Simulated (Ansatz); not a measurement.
# C on Mo(100): change of the work function, part 2 of 4

Aim: the work function of Mo(100) at several coverages of C (hollow site), and the dipole that each adsorbate carries.

Ansatz 0.2.0; plane-wave DFT, PBE, Ansatz PAW.

So far, work function, upper face (eV): step 2 (the clean slab) 3.83.

## (3) The covered slab, k-mesh 4×4×1, coverage 0.111 ML

System of this step: Mo36C (C/Mo(100)). The cell holds 37 atoms: 36 Mo and 1 C. Cell: a = 9.450 Å, b = 9.450 Å, c = 23.406 Å, α = 90.0°, β = 90.0°, γ = 90.0°. Vacuum lies along c.

The clean slab as it ended is repeated in the plane and the adsorbate is set on one face; the cell's size fixes the coverage, and the k-mesh shrinks with it to keep the sampling density about even. Adsorbate and upper layers relax, since the dipole depends on the height.

input.yaml

```yaml
crystal:
  lattice:
    - [9.45, 0.0, 0.0]
    - [0.0, 9.45, 0.0]
    - [0.0, 0.0, 23.4056268313]
  atoms:
    - { symbol: Mo, position: [0.1666666667, 0.1666666667, 0.3845229211] }
    - { symbol: Mo, position: [0.0, 0.0, 0.4518144323] }
    - { symbol: Mo, position: [0.1666666667, 0.1666666667, 0.5219672998] }
    - { symbol: Mo, position: [0.0, 0.0, 0.5810071388] }
    - { symbol: Mo, position: [0.1666666667, 0.5, 0.3845229211] }
    - { symbol: Mo, position: [0.0, 0.3333333333, 0.4518144323] }
    - { symbol: Mo, position: [0.1666666667, 0.5, 0.5219672998] }
    - { symbol: Mo, position: [0.0, 0.3333333333, 0.5810071388] }
    - { symbol: Mo, position: [0.1666666667, 0.8333333333, 0.3845229211] }
    - { symbol: Mo, position: [0.0, 0.6666666667, 0.4518144323] }
    - { symbol: Mo, position: [0.1666666667, 0.8333333333, 0.5219672998] }
    - { symbol: Mo, position: [0.0, 0.6666666667, 0.5810071388] }
    - { symbol: Mo, position: [0.5, 0.1666666667, 0.3845229211] }
    - { symbol: Mo, position: [0.3333333333, 0.0, 0.4518144323] }
    - { symbol: Mo, position: [0.5, 0.1666666667, 0.5219672998] }
    - { symbol: Mo, position: [0.3333333333, 0.0, 0.5810071388] }
    - { symbol: Mo, position: [0.5, 0.5, 0.3845229211] }
    - { symbol: Mo, position: [0.3333333333, 0.3333333333, 0.4518144323] }
    - { symbol: Mo, position: [0.5, 0.5, 0.5219672998] }
    - { symbol: Mo, position: [0.3333333333, 0.3333333333, 0.5810071388] }
    - { symbol: Mo, position: [0.5, 0.8333333333, 0.3845229211] }
    - { symbol: Mo, position: [0.3333333333, 0.6666666667, 0.4518144323] }
    - { symbol: Mo, position: [0.5, 0.8333333333, 0.5219672998] }
    - { symbol: Mo, position: [0.3333333333, 0.6666666667, 0.5810071388] }
    - { symbol: Mo, position: [0.8333333333, 0.1666666667, 0.3845229211] }
    - { symbol: Mo, position: [0.6666666667, 0.0, 0.4518144323] }
    - { symbol: Mo, position: [0.8333333333, 0.1666666667, 0.5219672998] }
    - { symbol: Mo, position: [0.6666666667, 0.0, 0.5810071388] }
    - { symbol: Mo, position: [0.8333333333, 0.5, 0.3845229211] }
    - { symbol: Mo, position: [0.6666666667, 0.3333333333, 0.4518144323] }
    - { symbol: Mo, position: [0.8333333333, 0.5, 0.5219672998] }
    - { symbol: Mo, position: [0.6666666667, 0.3333333333, 0.5810071388] }
    - { symbol: Mo, position: [0.8333333333, 0.8333333333, 0.3845229211] }
    - { symbol: Mo, position: [0.6666666667, 0.6666666667, 0.4518144323] }
    - { symbol: Mo, position: [0.8333333333, 0.8333333333, 0.5219672998] }
    - { symbol: Mo, position: [0.6666666667, 0.6666666667, 0.5810071388] }
    - { symbol: C, position: [0.1666666667, 0.1666666667, 0.6154770789] }
kpoints:
  mp_grid: { grid: [4, 4, 1] }
hamiltonian:
  xc: pbe
scf:
  occupations: { method: fermi_dirac, width: 0.1 }
  convergence: { dr2_threshold: 1.0e-08 }
efield:
  axis: 3
  dipole_correction: true
  ramp_position: 0.97
  ramp_width: 0.06
relax:
  f_tol: 0.02
  max_steps: 60
  constraints:
    - { sites: [0, 1, 4, 5, 8, 9, 12, 13, 16, 17, 20, 21, 24, 25, 28, 29, 32, 33] }
output:
  write_potential: true
  write_density: true
  volumetric_format: npy
```

Command:

```bash
ansatz run input.yaml --threads 4 --pin off --max-ram 16384MiB --backend cpu --events-out ev --progress --plain --runs-dir out
```

What it wrote:

```text
[...]
Crystal: 37 atoms, lattice volume = 2090.181 Å³
Basis set: ecut = 420 eV, 40855 PW (Γ), exchange–correlation on 128×128×320 points (8 copies of the dense FFT grid, shifted against one another)
Bands: 305, of which v1, the nominal top of the filled ones, is band 254 counted from 1 (253 counted from 0)
Symmetry: 8 space group operations
[...]
k-points: 6 of 16
[...]
SCF iter   1: F=—  HF=-178631.479331 eV  |F-HF|=—  |Δ(HF+E_count)|=         —  Δρ=6.97e-3  dr2=2.38e0  ethr=1.77e-3  p=-0.074 e·Å  D=-6.42e-3 V/Å  ΔV_dip=0.15 eV  dr2_dipole=1.42e-1  V_vac-E_F(+/−)=4.32/4.17 eV  ⟨swp⟩=10.3  Hψ=8991  notcnv=0
[...]
SCF iter  11: F=-178631.242009 eV  HF=-178631.242009 eV  |F-HF|=8.56e-9  |Δ(HF+E_count)|=   2.30e-8  Δρ=3.13e-7  dr2=3.80e-9  ethr=1.97e-12  p=-0.069 e·Å  D=-5.99e-3 V/Å  ΔV_dip=0.14 eV  dr2_dipole=2.95e-11  V_vac-E_F(+/−)=4.01/3.87 eV  ⟨swp⟩=10.5  Hψ=12425  notcnv=0
SCF 1 converged in 11 iterations: F = -178631.242009 eV  dr2 = 3.80e-9
[...]
relax step   1: F+E_penalty+E_count = -178631.24200933 eV  Δ(F+E_penalty+E_count) = +0.000e0 eV  max|allowed force component| = 2.002e0 eV/Å  Δτ_max = 0.0000 Å  (11 SCF iters, accepted)
[...]
SCF iter  11: F=-178632.241600 eV  HF=-178632.241600 eV  |F-HF|=2.01e-9  |Δ(HF+E_count)|=   2.40e-8  Δρ=2.19e-7  dr2=2.14e-9  ethr=1.97e-12  p=-0.018 e·Å  D=-1.52e-3 V/Å  ΔV_dip=0.04 eV  dr2_dipole=4.57e-12  V_vac-E_F(+/−)=3.91/3.87 eV  ⟨swp⟩=9.7  Hψ=11709  notcnv=0
SCF 2 converged in 11 iterations: F = -178632.241600 eV  dr2 = 2.14e-9
relax step   2: F+E_penalty+E_count = -178632.24159970 eV  Δ(F+E_penalty+E_count) = -9.996e-1 eV  max|allowed force component| = 8.455e-1 eV/Å  Δτ_max = 0.1952 Å  (11 SCF iters, accepted)
SCF iter   1: F=—  HF=-178632.376960 eV  |F-HF|=—  |Δ(HF+E_count)|=         —  Δρ=4.25e-3  dr2=6.52e-1  ethr=9.36e-4  p=-0.018 e·Å  D=-1.52e-3 V/Å  ΔV_dip=0.04 eV  dr2_dipole=2.74e-2  V_vac-E_F(+/−)=3.91/3.88 eV  ⟨swp⟩=5.2  Hψ=3582  notcnv=0
[...]
SCF iter  10: F=-178632.313773 eV  HF=-178632.313773 eV  |F-HF|=1.40e-8  |Δ(HF+E_count)|=   3.21e-8  Δρ=3.48e-7  dr2=3.52e-9  ethr=1.97e-12  p=-0.012 e·Å  D=-1.08e-3 V/Å  ΔV_dip=0.03 eV  dr2_dipole=9.39e-11  V_vac-E_F(+/−)=3.90/3.87 eV  ⟨swp⟩=10.2  Hψ=12517  notcnv=0
SCF 3 converged in 10 iterations: F = -178632.313773 eV  dr2 = 3.52e-9
relax step   3: F+E_penalty+E_count = -178632.31377289 eV  Δ(F+E_penalty+E_count) = -7.217e-2 eV  max|allowed force component| = 3.742e-1 eV/Å  Δτ_max = 0.0749 Å  (10 SCF iters, accepted)
[...]
relax step   4: F+E_penalty+E_count = -178632.34646451 eV  Δ(F+E_penalty+E_count) = -3.269e-2 eV  max|allowed force component| = 1.495e-1 eV/Å  Δτ_max = 0.0510 Å  (9 SCF iters, accepted)
[...]
relax step   5: F+E_penalty+E_count = -178632.35070455 eV  Δ(F+E_penalty+E_count) = -4.240e-3 eV  max|allowed force component| = 6.207e-2 eV/Å  Δτ_max = 0.0183 Å  (8 SCF iters, accepted)
[...]
relax step   6: F+E_penalty+E_count = -178632.35308029 eV  Δ(F+E_penalty+E_count) = -2.376e-3 eV  max|allowed force component| = 3.094e-2 eV/Å  Δτ_max = 0.0247 Å  (9 SCF iters, accepted)
SCF iter   1: F=—  HF=-178632.352470 eV  |F-HF|=—  |Δ(HF+E_count)|=         —  Δρ=2.16e-4  dr2=2.31e-3  ethr=4.10e-6  p=-0.015 e·Å  D=-1.33e-3 V/Å  ΔV_dip=0.03 eV  dr2_dipole=1.04e-4  V_vac-E_F(+/−)=3.91/3.87 eV  ⟨swp⟩=2.0  Hψ=2918  notcnv=0
[...]
SCF iter   7: F=-178632.353565 eV  HF=-178632.353565 eV  |F-HF|=1.05e-8  |Δ(HF+E_count)|=   3.52e-8  Δρ=2.90e-7  dr2=3.16e-9  ethr=1.97e-12  p=-0.015 e·Å  D=-1.33e-3 V/Å  ΔV_dip=0.03 eV  dr2_dipole=6.15e-12  V_vac-E_F(+/−)=3.90/3.87 eV  ⟨swp⟩=10.2  Hψ=12508  notcnv=0
SCF 7 converged in 7 iterations: F = -178632.353565 eV  dr2 = 3.16e-9
relax step   7: F+E_penalty+E_count = -178632.35356526 eV  Δ(F+E_penalty+E_count) = -4.850e-4 eV  max|allowed force component| = 3.765e-3 eV/Å  Δτ_max = 0.0031 Å  (7 SCF iters, accepted)
NSCF: frozen V_eff on 6 k-points
the search or the solves at the SCF's close seem to have found levels that the self-consistency loop had missed (the run counts 1). By its estimate they hold 6.59e-10 electrons. The energies and the density leave them out; if the run goes on with those levels, later outputs use occupations computed again with them
SCF converged after 7 iterations
Free energy (F): -178632.353565 eV
[...]
Internal energy: -178630.994526 eV  (E = F + TS)
E sigma→0 (E₀):  -178631.674045 eV
Entropy (-TS):   -1.359040 eV (-36.731 meV/atom)
Fermi energy:    2.913129 eV
Dipole field:    D = -0.001330 V/Å  (p = -0.015368 e·Å, saw-weighted, corrected)
Work function:   Φ+ = 3.9047 eV   Φ− = 3.8736 eV
[...]
--- Forces (eV/Å), atoms counted from 1 ---
  atom   1  Mo    -0.00000000     0.00000000     1.45628656
  atom   2  Mo    -0.28314273    -0.28314273    -1.67299591
  atom   3  Mo    -0.00000000     0.00000000     0.00303585
  atom   4  Mo    -0.00093460    -0.00093460     0.00272747
  atom   5  Mo     0.00000000    -0.00414067     1.72412409
  atom   6  Mo    -0.28314273     0.28314273    -1.67299591
  atom   7  Mo     0.00000000     0.00296778     0.00032552
  atom   8  Mo    -0.00093460     0.00093460     0.00272747
  atom   9  Mo     0.00000000     0.00414067     1.72412409
  atom  10  Mo     0.07985689     0.00000000    -1.62656197
  atom  11  Mo     0.00000000    -0.00296778     0.00032552
  atom  12  Mo     0.00075993     0.00000000     0.00097621
  atom  13  Mo    -0.00414067     0.00000000     1.72412409
  atom  14  Mo     0.28314273    -0.28314273    -1.67299591
  atom  15  Mo     0.00296778     0.00000000     0.00032552
  atom  16  Mo     0.00093460    -0.00093460     0.00272747
  atom  17  Mo     0.02619363     0.02619363     1.67806176
  atom  18  Mo     0.28314273     0.28314273    -1.67299591
  atom  19  Mo     0.00070430     0.00070430    -0.00297727
  atom  20  Mo     0.00093460     0.00093460     0.00272747
  atom  21  Mo     0.02619363    -0.02619363     1.67806176
  atom  22  Mo    -0.07985689     0.00000000    -1.62656197
  atom  23  Mo     0.00070430    -0.00070430    -0.00297727
  atom  24  Mo    -0.00075993     0.00000000     0.00097621
  atom  25  Mo     0.00414067     0.00000000     1.72412409
  atom  26  Mo     0.00000000     0.07985689    -1.62656197
  atom  27  Mo    -0.00296778     0.00000000     0.00032552
  atom  28  Mo     0.00000000     0.00075993     0.00097621
  atom  29  Mo    -0.02619363     0.02619363     1.67806176
  atom  30  Mo     0.00000000    -0.07985689    -1.62656197
  atom  31  Mo    -0.00070430     0.00070430    -0.00297727
  atom  32  Mo     0.00000000    -0.00075993     0.00097621
  atom  33  Mo    -0.02619363    -0.02619363     1.67806176
  atom  34  Mo    -0.00000000     0.00000000    -1.86977317
  atom  35  Mo    -0.00070430    -0.00070430    -0.00297727
  atom  36  Mo    -0.00000000     0.00000000    -0.00042714
  atom  37  C      0.00000000     0.00000000    -0.00376457
  max |Σ_I F_I| component: 7.71e-5 eV/Å
--- Band table (eV; the first three rows and the last of 6) ---
  k-point 0: bands = [... 250 lower, 2.7258, 2.7529, 2.7529, 2.8279, 2.8279, 2.8573, 3.0170, 3.2346, ... 47 higher]
  k-point 1: bands = [... 250 lower, 2.6913, 2.7114, 2.8838, 2.9373, 2.9431, 3.0019, 3.0363, 3.0751, ... 47 higher]
  k-point 2: bands = [... 250 lower, 2.7329, 2.7734, 2.8133, 2.8428, 2.8762, 3.0120, 3.0708, 3.1452, ... 47 higher]
  k-point 5: bands = [... 250 lower, 2.6931, 2.7501, 2.8363, 2.8363, 2.8714, 2.8714, 2.8950, 3.0072, ... 47 higher]
--- Relaxed structure (7 steps of the walk, 7 accepted, 0 SCFs on fresh bases) ---
  F+E_penalty+E_count = -178632.35356526 eV   max|allowed force component| = 3.765e-3 eV/Å
  atoms:
    - { symbol: Mo, position: [0.166667, 0.166667, 0.3845229211] }
    - { symbol: Mo, position: [1.666666e-11, 1.666666e-11, 0.451814] }
    - { symbol: Mo, position: [0.166667, 0.166667, 0.514549] }
    - { symbol: Mo, position: [0.011811, 0.011811, 0.584160] }
    - { symbol: Mo, position: [0.166667, 0.500000, 0.3845229211] }
    - { symbol: Mo, position: [1.666666e-11, 0.333333, 0.451814] }
    - { symbol: Mo, position: [0.166667, 0.500237, 0.522674] }
    - { symbol: Mo, position: [0.011811, 0.321522, 0.584160] }
    - { symbol: Mo, position: [0.166667, 0.833333, 0.3845229211] }
    - { symbol: Mo, position: [1.666666e-11, 0.666667, 0.451814] }
    - { symbol: Mo, position: [0.166667, 0.833096, 0.522674] }
    - { symbol: Mo, position: [-0.0081738, 0.666667, 0.581121] }
    - { symbol: Mo, position: [0.500000, 0.166667, 0.3845229211] }
    - { symbol: Mo, position: [0.333333, 1.666666e-11, 0.451814] }
    - { symbol: Mo, position: [0.500237, 0.166667, 0.522674] }
    - { symbol: Mo, position: [0.321522, 0.011811, 0.584160] }
    - { symbol: Mo, position: [0.500000, 0.500000, 0.3845229211] }
    - { symbol: Mo, position: [0.333333, 0.333333, 0.451814] }
    - { symbol: Mo, position: [0.500004, 0.500004, 0.521780] }
    - { symbol: Mo, position: [0.321522, 0.321522, 0.584160] }
    - { symbol: Mo, position: [0.500000, 0.833333, 0.3845229211] }
    - { symbol: Mo, position: [0.333333, 0.666667, 0.451814] }
    - { symbol: Mo, position: [0.500004, 0.833329, 0.521780] }
    - { symbol: Mo, position: [0.341507, 0.666667, 0.581121] }
    - { symbol: Mo, position: [0.833333, 0.166667, 0.3845229211] }
    - { symbol: Mo, position: [0.666667, 1.666666e-11, 0.451814] }
    - { symbol: Mo, position: [0.833096, 0.166667, 0.522674] }
    - { symbol: Mo, position: [0.666667, -0.0081738, 0.581121] }
    - { symbol: Mo, position: [0.833333, 0.500000, 0.3845229211] }
    - { symbol: Mo, position: [0.666667, 0.333333, 0.451814] }
    - { symbol: Mo, position: [0.833329, 0.500004, 0.521780] }
    - { symbol: Mo, position: [0.666667, 0.341507, 0.581121] }
    - { symbol: Mo, position: [0.833333, 0.833333, 0.3845229211] }
    - { symbol: Mo, position: [0.666667, 0.666667, 0.451814] }
    - { symbol: Mo, position: [0.833329, 0.833329, 0.521780] }
    - { symbol: Mo, position: [0.666667, 0.666667, 0.580132] }
    - { symbol: C, position: [0.166667, 0.166667, 0.608759] }
```

Wall time 17 min (4 threads of Arm Neoverse V1, shared host); peak memory 11 GiB; 66 min of CPU time.

Step by step:

```csv
step,energy less that of the first step (eV),largest force component (eV/Å)
1,0.0000,2.0019
2,-0.9996,0.8455
3,-1.0718,0.3742
4,-1.1045,0.1495
5,-1.1087,0.0621
6,-1.1111,0.0309
7,-1.1116,0.0038
```

The run keeps the 8 symmetry operations that the program found, so distortions that break them were not tested.

The atoms that moved most (Å):

```csv
atom,dx,dy,dz,length
Mo20,-0.112,-0.112,0.074,0.174
Mo8,0.112,-0.112,0.074,0.174
Mo16,-0.112,0.112,0.074,0.174
Mo4,0.112,0.112,0.074,0.174
Mo3,0.000,0.000,-0.174,0.174
C37,0.000,0.000,-0.157,0.157
Mo28,0.000,-0.077,0.003,0.077
Mo12,-0.077,0.000,0.003,0.077
```

The relaxed structure:

```
Mo C
1.0
     9.45000    0.00000    0.00000
     0.00000    9.45000    0.00000
     0.00000    0.00000   23.40563
Mo C
36 1
Direct
  0.16667 0.16667 0.38452
  0.00000 0.00000 0.45181
  0.16667 0.16667 0.51455
  0.01181 0.01181 0.58416
  0.16667 0.50000 0.38452
  0.00000 0.33333 0.45181
  0.16667 0.50024 0.52267
  0.01181 0.32152 0.58416
  0.16667 0.83333 0.38452
  0.00000 0.66667 0.45181
  0.16667 0.83310 0.52267
  0.99183 0.66667 0.58112
  0.50000 0.16667 0.38452
  0.33333 0.00000 0.45181
  0.50024 0.16667 0.52267
  0.32152 0.01181 0.58416
  0.50000 0.50000 0.38452
  0.33333 0.33333 0.45181
  0.50000 0.50000 0.52178
  0.32152 0.32152 0.58416
  0.50000 0.83333 0.38452
  0.33333 0.66667 0.45181
  0.50000 0.83333 0.52178
  0.34151 0.66667 0.58112
  0.83333 0.16667 0.38452
  0.66667 0.00000 0.45181
  0.83310 0.16667 0.52267
  0.66667 0.99183 0.58112
  0.83333 0.50000 0.38452
  0.66667 0.33333 0.45181
  0.83333 0.50000 0.52178
  0.66667 0.34151 0.58112
  0.83333 0.83333 0.38452
  0.66667 0.66667 0.45181
  0.83333 0.83333 0.52178
  0.66667 0.66667 0.58013
  0.16667 0.16667 0.60876
```

This step gave:

- energy at zero smearing: -178631.6740 eV
- work function, upper face: 3.905 eV
- work function, lower face: 3.874 eV
- dipole along the normal: -0.01537 e·Å
- step between the vacuum levels: 0.03114 eV

Running mean over 1.575 Å of the planar mean; the ramp of the sawtooth is left out. The electron's electrostatic potential energy less the Fermi level by z:

```csv
z (Å),electron's electrostatic potential energy less the Fermi level (eV)
3.0,3.87
3.5,3.87
4.0,3.87
4.5,3.87
5.0,3.86
5.5,3.84
6.0,3.79
6.5,3.63
7.0,3.15
7.5,1.63
8.0,-2.54
8.5,-8.12
9.0,-11.4
9.5,-12.1
10.0,-12.3
10.5,-12.4
11.0,-12.3
11.5,-12.2
12.0,-12.7
12.5,-13.7
13.0,-14.1
13.5,-13.1
14.0,-9.99
14.5,-4.47
15.0,0.623
15.5,2.94
16.0,3.60
16.5,3.81
17.0,3.87
17.5,3.89
18.0,3.90
18.5,3.90
19.0,3.90
19.5,3.90
20.0,3.90
```

The relaxation took 7 steps and lowered the energy by 1.1 eV; the largest force on the free atoms ends at 0.0038 eV/Å.

The covered face has 3.90 eV, +0.07 eV against the clean one; the bare back face has moved by +0.01 eV, a measure of how thin the slab is.

(Continued in part 3 of 4.)

[Long decimals in the printed logs are rounded to 6 places.]

[Logs are printed without paths, hosts, clocks, repeated set-up lines and the standing remarks that a program may print on its own settings, such as how far it seeks lower states.]

[Hosts, paths, dates, database ids (printed as entryN), source tags and the programs' standing remarks are cut or masked in the printed files.]

[Maps of the electrostatic potential energy from Ansatz leave out the sawtooth potential of an applied field or a dipole correction, so their vacuum need not be flat; planar profiles and work functions include it.]
